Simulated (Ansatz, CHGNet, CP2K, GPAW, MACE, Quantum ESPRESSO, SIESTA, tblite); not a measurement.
## tblite on glassy 77ZrO2-23SiO2 (mol %) (90 atoms): settings against a plane-wave reference

How near does tblite come to plane waves for glassy 77ZrO2-23SiO2 (mol %) (90 atoms)?

Main program and level: tblite 0.8.0; the method is named at each step.

**1. Starting point**

The cell holds 90 atoms: 23 Zr, 7 Si and 60 O. Cell: a = 10.551 Å, b = 10.551 Å, c = 10.551 Å, α = 90.0°, β = 90.0°, γ = 90.0°. 90 atoms (23 Zr, 7 Si, 60 O) placed at random at 4.39 g/cm³, melted at 4000 K for 10 ps at fixed volume with the Morse and Coulomb pair potential with partial charges (Pedone, Malavasi, Menziani, Cormack and Segre, J. Phys. Chem. B 110, 11780 (2006)). Quenched from 1800 K to 300 K at 50 K/ps and fixed volume, held 10 ps at zero pressure, then minimised at fixed cell. Then every atom was moved at random, 0.03 Å r.m.s. a Cartesian component.

The yardstick, on the same geometry:

- method: Kohn-Sham DFT, PBE, PAW, plane waves (Ansatz 0.2.0); cutoff 420 eV, Γ point, fermi-dirac smearing of 0.05 eV; PAW set soft_2
- r.m.s. force component: 1.312 eV/Å
- longest force: 7.248 eV/Å
- pressure: 2.785 GPa
- gap (highest filled to lowest empty level): 3.209 eV
- SCF cycles: 10
- time: 24 s on 4 threads of Arm Neoverse V1, shared host
- CPU time: 89 s

**2. GFN1-xTB**

Method: GFN1-xTB tight binding, diagonalisation.

File run.py:

```python
import numpy as np
from ase.io import read
from tblite.ase import TBLite

atoms = read("structure.xyz")
atoms.calc = TBLite(method="GFN1-xTB", electronic_temperature=580, accuracy=1.0, max_iterations=250, mixer_damping=0.4, verbosity=1)
energy = atoms.get_potential_energy()
forces = atoms.get_forces()
print(f"energy {energy:.6f} eV")
print("forces (eV/A)")
for i, (a, f) in enumerate(zip(atoms, forces)):
    print(f"{i:4d} {a.symbol:2s} {f[0]:10.5f} {f[1]:10.5f} {f[2]:10.5f}")
stress = -atoms.get_stress(voigt=False) * 160.21766
print("stress (GPa, compression positive)")
for row in stress:
    print(" ".join(f"{x:10.4f}" for x in row))
print("charges (e)")
print(np.array2string(atoms.get_charges(), precision=4, suppress_small=True, max_line_width=110, threshold=100000))
```

File structure.xyz:

```xyz
90
Lattice="10.55091 0.00000 0.00000 0.00000 10.55091 0.00000 0.00000 0.00000 10.55091" Properties=species:S:1:pos:R:3 pbc="T T T"
Zr 1.36560 6.98196 1.93947
Zr 10.29463 2.10638 3.37925
Zr 2.44232 5.41346 5.24612
Zr 4.57667 6.88816 2.91258
Zr 0.90970 10.43295 1.19384
Zr 6.65488 6.36146 5.46115
Zr 4.04448 6.47256 7.92468
Zr 9.95510 3.73323 6.62059
Zr 9.71412 7.46540 6.57068
Zr 9.76993 7.89176 10.17350
Zr 6.86231 8.69268 7.86908
Zr 3.83779 4.46388 0.57650
Zr 4.07497 8.87363 10.45901
Zr 4.51579 9.79800 5.33749
Zr 8.30462 0.48640 5.75056
Zr 1.82109 8.86287 7.54559
Zr 8.50762 6.37834 2.94571
Zr 4.87610 1.07271 7.93312
Zr 0.61828 4.10874 0.43586
Zr 6.40693 6.43067 10.43158
Zr 10.24757 1.51690 8.88904
Zr 8.15701 3.61791 0.39070
Zr 6.72283 9.11852 2.60407
Si 4.33632 2.43093 4.61138
Si 2.43631 3.44835 8.17833
Si 0.96277 9.66843 4.57371
Si 6.73792 4.26732 7.81126
Si 7.24162 3.26097 3.64017
Si 3.27205 1.27866 2.05110
Si 8.45212 0.44071 0.72664
O 7.75808 6.87160 7.26103
O 10.32607 0.35683 4.65010
O 0.34143 3.31868 4.80003
O 8.40981 1.67506 10.23850
O 6.53281 0.09791 6.94988
O 9.23890 1.75208 7.06763
O 3.30750 7.42594 1.29312
O 5.44026 7.72749 8.93662
O 4.65369 5.89543 4.77355
O 9.83187 3.46735 1.73784
O 4.54438 1.35484 5.81482
O 3.00226 10.45120 1.13538
O 6.57111 7.09981 3.39359
O 4.14725 1.40000 3.39739
O 0.07850 7.79121 8.36044
O 0.10298 6.13398 0.37160
O 2.78280 7.17947 6.55845
O 8.57557 8.13475 1.86224
O 0.20152 5.70256 6.34405
O 5.69390 8.17801 6.21828
O 4.61085 5.37970 9.66368
O 0.94410 2.97842 7.78341
O 7.03081 4.69178 9.42112
O 9.52009 10.07506 10.35044
O 2.27119 4.11032 9.69797
O 8.67897 9.36214 6.89523
[... 30 atom lines left out ...]
O 2.48569 10.05407 4.94247
O 5.71237 5.26311 7.16839
O 3.74336 9.96027 7.26662
O 0.99105 10.53793 8.34260
```

Started as:

```
$ OMP_NUM_THREADS=1 python run.py > output.txt
```

The log of the run:

```text
------------------------------------------------------------
  cycle        total energy    energy error   density error
------------------------------------------------------------
      1     -262.7613816017  -2.6338430E+02   1.3346976E+00
      2      106.9376974310   3.6969908E+02   3.5780845E+00
      3     -295.1763764896  -4.0211407E+02   9.5849895E-01
      4     -314.9394719989  -1.9763096E+01   5.8743423E-01
      5     -323.5404688357  -8.6009968E+00   4.1992005E-01
      6     -329.6830184752  -6.1425496E+00   2.2758731E-01
      7     -332.2178868805  -2.5348684E+00   3.8874069E-02
      8     -332.2873396075  -6.9452727E-02   1.6753377E-02
      9     -332.2975567727  -1.0217165E-02   6.2480843E-03
     10     -332.2984646790  -9.0790624E-04   3.9105068E-03
     11     -332.2991520150  -6.8733602E-04   7.0716000E-04
     12     -332.2991630930  -1.1078019E-05   4.9028947E-04
     13     -332.2991729927  -9.8997441E-06   1.1907735E-04
     14     -332.2991721260   8.6671139E-07   1.6974897E-04
     15     -332.2991732755  -1.1494657E-06   5.7656175E-05
     16     -332.2991734290  -1.5352873E-07   7.5227371E-06
------------------------------------------------------------
 total:                                   4.845 sec
energy -9042.321084 eV
forces (eV/A)
   0 Zr   -0.34870   -0.22350    0.73679
   1 Zr    0.68359    0.19748    0.42403
   2 Zr    0.66107    0.45848   -0.95901
   3 Zr   -0.96385   -0.59055    0.64834
   4 Zr   -0.28183    1.12093    0.42348
   5 Zr   -0.46506   -0.31195    0.64824
   6 Zr    0.39738   -0.43425    0.29593
   7 Zr    0.40460    0.33052   -1.43229
   8 Zr   -1.25684   -0.95906   -0.91315
   9 Zr   -0.04480   -0.33202   -0.10308
  10 Zr    0.46861    0.25959   -0.62335
  11 Zr   -0.92180   -1.19968    1.14825
  12 Zr    0.63793    0.54267    0.11445
  13 Zr   -0.35885    0.72302   -0.65391
  14 Zr   -0.78983   -1.01960    0.14118
  15 Zr    0.64333    1.55250    0.86073
  16 Zr    2.24857    0.84430   -0.71990
  17 Zr    1.36542   -0.42978    0.82086
  18 Zr    0.58340    0.25644   -0.04732
  19 Zr    0.43113   -0.06246    0.06590
  20 Zr    1.02582   -0.87514    0.75024
  21 Zr   -0.68831    0.45543   -0.26958
  22 Zr    0.86593    0.90283    0.65292
  23 Si    0.54178   -0.24521    2.20914
[...]
82 O     0.63857    0.20413   -0.29021
  83 O    -0.12954   -0.05363    0.40740
  84 O    -0.18236    0.49265   -0.12449
  85 O     0.05618    0.55160    0.57651
  86 O     1.07996    0.30649   -0.24516
  87 O    -2.32258    2.26020   -1.12449
  88 O    -0.54258   -0.46468   -0.01642
  89 O    -0.26758   -0.21851   -0.47762
stress (GPa, compression positive)
    6.0465     1.0260     0.0619
    1.0260     3.1098     0.0775
    0.0619     0.0775     5.6013
charges (e)
[ 0.9783  0.9693  1.0101  0.9911  0.9756  1.01    1.0281  0.9733  0.9706  0.9908  1.0124  0.9152  0.9914
  0.9978  0.9708  0.9975  0.9632  0.9244  0.9762  1.0415  0.9771  0.9804  0.9771  0.5331  0.5523  0.5402
  0.5357  0.5342  0.5479  0.5555 -0.5009 -0.3969 -0.4796 -0.3811 -0.496  -0.4946 -0.515  -0.4963 -0.5043
 -0.482  -0.3757 -0.3711 -0.4983 -0.231  -0.487  -0.4916 -0.5042 -0.5202 -0.5035 -0.5038 -0.4841 -0.3621
 -0.3949 -0.4028 -0.4    -0.5103 -0.5033 -0.4959 -0.3513 -0.4007 -0.3292 -0.3581 -0.4899 -0.5256 -0.3562
 -0.4844 -0.4009 -0.4871 -0.5061 -0.4839 -0.4693 -0.3757 -0.3762 -0.398  -0.3296 -0.4869 -0.403  -0.5026
 -0.39   -0.357  -0.3532 -0.5069 -0.2345 -0.4977 -0.487  -0.5164 -0.388  -0.3763 -0.5104 -0.5022]
```

The job ended after 5.5 s (1 thread of Arm Neoverse V1, shared host; peak memory 0.12 GiB).

Banners, paths, timers and routine set-up lines are dropped from the logs unmarked, and long logs keep their key lines alone; longer cuts are marked.

Numbers from this run, and their distance from the reference:

```
r.m.s. force component                  : 1.159 eV/Å
r.m.s. difference of force components   : 575.7 meV/Å
longest difference of force vectors     : 2611 meV/Å
force difference over r.m.s. force      : 43.9 %
slope of forces against the reference's : 0.794
correlation of force components         : 0.8986
pressure                                : 4.919 GPa
pressure difference                     : 2.135 GPa
```

Length of the force difference by element (eV/Å):

```
element  atoms  mean  most
      O     60  0.70   2.0
     Si      7   1.6   2.6
     Zr     23   1.0   2.5
```

The surroundings of O63, picked at random, nearest first, numbered as they follow in the input and with coordinates relative to it.

```csv
atom,x,y,z,distance (Å),bonds,Mulliken charge (e),Fx,Fy,Fz (eV/Å)
O63,0.00,0.00,0.00,0.00,2,-0.49,-0.93,0.41,0.01
Zr1,1.40,0.83,-1.08,1.95,7,0.98,-0.35,-0.22,0.74
Zr17,-2.01,0.23,-0.08,2.03,6,0.96,2.25,0.84,-0.72
O46,0.13,-0.01,-2.65,2.66,3,-0.49,-0.13,0.01,-0.89
O71,2.56,0.53,0.64,2.70,3,-0.47,-0.11,-0.55,0.92
O82,-1.89,1.09,1.78,2.81,3,-0.51,0.39,-0.15,0.96
O68,2.18,-1.21,-1.41,2.86,3,-0.49,0.30,-0.41,-0.68
O48,-1.95,1.99,-1.16,3.01,3,-0.52,-0.72,0.13,0.68
O40,-0.69,-2.68,-1.29,3.05,3,-0.48,0.10,-0.16,0.33
```

Atoms are counted from 1 here, from 0 in the log.

Forces lie 44 % from the reference's, at 0.062 times its CPU time (on 1 against 4 cores).

**3. Results**

| Quantity | Value |
| --- | --- |
| force difference from the reference | tblite GFN1-xTB, 44 % |
| its CPU time | 5.5 s |

Tight binding differs by 44 % (tblite GFN1-xTB); it is another model, with fitted parameters of its own, and the xTB methods hold dispersion. One electronic-structure run takes under half the reference's CPU time: tblite GFN1-xTB, at 44 % in 5.5 s against 89 s; its pressure misses by +2.1 GPa. Periodic xTB results under one method name differ between programs and library versions. The quench rate of 50 K/ps is many orders above laboratory rates, so the cell is likely richer in defects and strain than a real sample. The network of bonds at the start is that of the classical potential that made the cell, and needn't be the one that DFT or experiment would give. The reference's pressure of 2.8 GPa belongs to a cell and atoms that aren't relaxed at this level. The electronic-structure runs sample only Γ, in a cell whose shortest periodic width is 11 Å.

[Also dropped from logs without a mark: logging warnings of Python, and SIESTA's first energy breakdown and zero terms.]

[Logs are printed without paths, hosts, clocks, repeated set-up lines and the standing remarks that a program may print on its own settings, such as how far it seeks lower states.]

[Hosts, paths, dates, database ids (printed as entryN), source tags and the programs' standing remarks are cut or masked in the printed files.]
